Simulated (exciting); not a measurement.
**S L₂,₃-edge absorption of CdS (Hawleyite), all-electron BSE**

Aim: the S L₂,₃ absorption edge of CdS (Hawleyite) with the electron–hole interaction treated explicitly, and what each term of the kernel does.

Program: exciting sodium. Level of theory: X-ray absorption, core-level Bethe-Salpeter equation, exchange and statically screened direct term, Tamm-Dancoff, all-electron LAPW+lo PBE. Results are calculated unless marked as measured.

**1. The starting structure**

Symmetry: F-43m, No. 216, cubic system. Conventional cell: a = 5.833 Å, b = 5.833 Å, c = 5.833 Å, α = 90.00°, β = 90.00°, γ = 90.00°. Nearest to Cd lie 4 S at 2.53 Å. Nearest to S lie 4 Cd at 2.53 Å. Farther neighbours and most contacts between anions are not listed.

Coordinates:

```
Cd S
1.0
     0.00000    2.91650    2.91650
     2.91650    0.00000    2.91650
     2.91650    2.91650    0.00000
Cd S
1 1
Direct
  0.00000 0.00000 0.00000
  0.75000 0.75000 0.75000
```

Differences between curves are given as r.m.s. difference over r.m.s. height.

**2. Ground state**

The species files are the program's own, with muffin-tin radii set in the input.

input.xml reads:

```
<input>
  <title>CdS</title>
  <structure speciespath="." autormt="false" epslat="1.0e-5">
    <crystal>
      <basevect>0.0000000000 5.5113862415 5.5113862415</basevect>
      <basevect>5.5113862415 0.0000000000 5.5113862415</basevect>
      <basevect>5.5113862415 5.5113862415 0.0000000000</basevect>
    </crystal>
    <species speciesfile="Cd.xml" rmt="2.300">
      <atom coord="0.0000000000 0.0000000000 0.0000000000"/>
    </species>
    <species speciesfile="S.xml" rmt="2.300">
      <atom coord="0.7500000000 0.7500000000 0.7500000000"/>
    </species>
  </structure>
  <groundstate do="fromscratch" xctype="GGA_PBE" ngridk="4 4 4" rgkmax="7" gmaxvr="14" nempty="8" swidth="0.001" maxscl="100" epsengy="1e-5"/>
</input>
```

The run is started by

```sh
> OMP_NUM_THREADS=1 mpirun -n 2 exciting
```

What it wrote:

```text
EXCITING SODIUM started
********************************************************************************
* Ground-state run starting from atomic densities                              *
********************************************************************************
+ Starting initialization                                                      +
 Lattice vectors (cartesian) :
      0.0000000000      5.5113862415      5.5113862415
      5.5113862415      0.0000000000      5.5113862415
      5.5113862415      5.5113862415      0.0000000000
 Reciprocal lattice vectors (cartesian) :
     -0.5700185971      0.5700185971      0.5700185971
      0.5700185971     -0.5700185971      0.5700185971
      0.5700185971      0.5700185971     -0.5700185971
 Unit cell volume                           :     334.8208841190
 Brillouin zone volume                      :       0.7408445088
 Species :    1 (Cd)
     parameters loaded from                 :    Cd.xml
     name                                   :    cadmium
     nuclear charge                         :     -48.00000000
     electronic charge                      :      48.00000000
     atomic mass                            :  204912.71750000
     muffin-tin radius                      :       2.30000000
     # of radial points in muffin-tin       :     400
     atomic positions (lattice) :
       1 :   0.00000000  0.00000000  0.00000000
 Species :    2 (S)
     parameters loaded from                 :    S.xml
     name                                   :    sulphur
     nuclear charge                         :     -16.00000000
     electronic charge                      :      16.00000000
     atomic mass                            :   58452.74216000
     muffin-tin radius                      :       2.30000000
     # of radial points in muffin-tin       :     300
     atomic positions (lattice) :
       1 :   0.75000000  0.75000000  0.75000000
 Total number of atoms per unit cell        :       2
 Spin treatment                             :    spin-unpolarised
 Number of Bravais lattice symmetries       :      48
 Number of crystal symmetries               :      24
 k-point grid                               :       4    4    4
 Total number of k-points                   :      10
 k-point set is reduced with crystal symmetries
 R^MT_min * |G+k|_max (rgkmax)              :       7.00000000
 Species with R^MT_min                      :       1 (Cd)
 Maximum |G+k| for APW functions            :       3.04347826
 Maximum |G| for potential and density      :      14.00000000
 G-vector grid sizes                        :      36    36    36
 Total number of G-vectors                  :   15593
 Maximum angular momentum used for
     APW functions                          :       8
     computing H and O matrix elements      :       8
     potential and density                  :       8
     inner part of muffin-tin               :       2
 Total nuclear charge                       :     -64.00000000
 Total electronic charge                    :      64.00000000
 Total core charge                          :      40.00000000
 Total valence charge                       :      24.00000000
 Number of empty states                     :       8
 Total number of valence states             :      21
 Maximum Hamiltonian size                   :     185
 Maximum number of plane-waves              :     169
 Total number of local-orbitals             :      16
 Exchange-correlation type                  :      20
     Perdew-Burke-Ernzerhof, Phys. Rev. Lett. 77, 3865 (1996)
     Generalised gradient approximation (GGA)
 Smearing scheme                            :    Gaussian
 Smearing width                             :       0.00100000
 Using multisecant Broyden potential mixing
+ Ending initialization                                                        +
********************************************************************************
* Groundstate module started                                                   *
********************************************************************************
 Output level for this task is set to normal
+ Self-consistent loop started                                                 +
 Density and potential initialised from atomic data
+ SCF iteration number :    1                                                  +
 Total energy                               :     -5991.99394500
 _______________________________________________________________
 Fermi energy                               :         0.11243487
 Kinetic energy                             :      6271.57615783
 Coulomb energy                             :    -12083.10519256
 Exchange energy                            :      -177.26591185
 Correlation energy                         :        -3.19899843
 DOS at Fermi energy (states/Ha/cell)       :         0.00000000
 Electron charges :
     core                                   :        40.00000000
     core leakage                           :         0.00125043
     valence                                :        24.00000000
     interstitial                           :         3.00558135
     charge in muffin-tin spheres :
                  atom     1    Cd          :        45.81202124
                  atom     2     S          :        15.18239740
     total charge in muffin-tins            :        60.99441865
     total charge                           :        64.00000000
 Estimated fundamental gap                  :         0.06596342
        valence-band maximum at    1      0.0000  0.0000  0.0000
     conduction-band minimum at    1      0.0000  0.0000  0.0000
[... further iterations ...]
| Convergence targets achieved. Performing final SCF iteration                 +
 Total energy                               :     -5995.24779640
 _______________________________________________________________
 Fermi energy                               :         0.11443965
 Kinetic energy                             :      6268.12933426
 Coulomb energy                             :    -12082.95217760
 Exchange energy                            :      -177.22283833
 Correlation energy                         :        -3.20211472
 DOS at Fermi energy (states/Ha/cell)       :         0.00000000
 Electron charges :
     core                                   :        40.00000000
     core leakage                           :         0.00122560
     valence                                :        24.00000000
     interstitial                           :         3.17957060
     charge in muffin-tin spheres :
                  atom     1    Cd          :        45.96673912
                  atom     2     S          :        14.85369028
     total charge in muffin-tins            :        60.82042940
     total charge                           :        64.00000000
 Estimated fundamental gap                  :         0.04074083
        valence-band maximum at    1      0.0000  0.0000  0.0000
     conduction-band minimum at    1      0.0000  0.0000  0.0000
+ Self-consistent loop stopped                                                 +
 STATE.OUT is written
********************************************************************************
* Groundstate module stopped                                                   *
********************************************************************************
 Total time spent (seconds)                 :        13.06
| EXCITING SODIUM stopped                                                      =
```

The job ended after 15 s (2 MPI ranks of Arm Neoverse V1, shared host).

The mesh shows a gap of 1.11 eV. Core levels (Dirac, from the valence top):

```
atom  level  energy (eV)
   S  1s1/2      -2398.5
   S  2s1/2       -204.6
   S  2p1/2       -150.2
   S  2p3/2       -148.9
```

**3. A richer basis for the empty states**

Each species file gets more local orbitals, built from u and its energy derivative at 0.15 Ha and u at 0.9 Ha.

input.xml is that of step 2.

SPECIES.xml, added lines reads:

```
<lo l="L">  <!-- L = 0, 1, 2 -->
  <wf matchingOrder="0" trialEnergy="0.1500" searchE="false"/>
  <wf matchingOrder="1" trialEnergy="0.1500" searchE="false"/>
  <wf matchingOrder="0" trialEnergy="0.9000" searchE="false"/>
</lo>
```

The run is started by

```sh
> OMP_NUM_THREADS=1 mpirun -n 2 exciting
```

What it wrote:

```text
EXCITING SODIUM started
********************************************************************************
* Ground-state run starting from atomic densities                              *
********************************************************************************
+ Starting initialization                                                      +
[... lattice and species ...]
 Spin treatment                             :    spin-unpolarised
 Number of Bravais lattice symmetries       :      48
[...]
valence-band maximum at    1      0.0000  0.0000  0.0000
     conduction-band minimum at    1      0.0000  0.0000  0.0000
+ Self-consistent loop stopped                                                 +
 STATE.OUT is written
********************************************************************************
* Groundstate module stopped                                                   *
********************************************************************************
 Total time spent (seconds)                 :        14.19
| EXCITING SODIUM stopped                                                      =
[key lines of the parts left out:]
Total energy                               :     -5995.24846026
Fermi energy                               :         0.11492912
```

Wall time 15 s (2 MPI ranks).

Against the first ground state the total energy moves by -9 meV an atom and the gap by -0.01 eV.

(Part 1 of 3 ends here.)

[Banner, clock and machine lines of the logs are left out without a mark of their own.]

[Logs are printed without paths, hosts, clocks, repeated set-up lines and the standing remarks that a program may print on its own settings, such as how far it seeks lower states.]

[Hosts, paths, dates, database ids (printed as entryN), source tags and the programs' standing remarks are cut or masked in the printed files.]
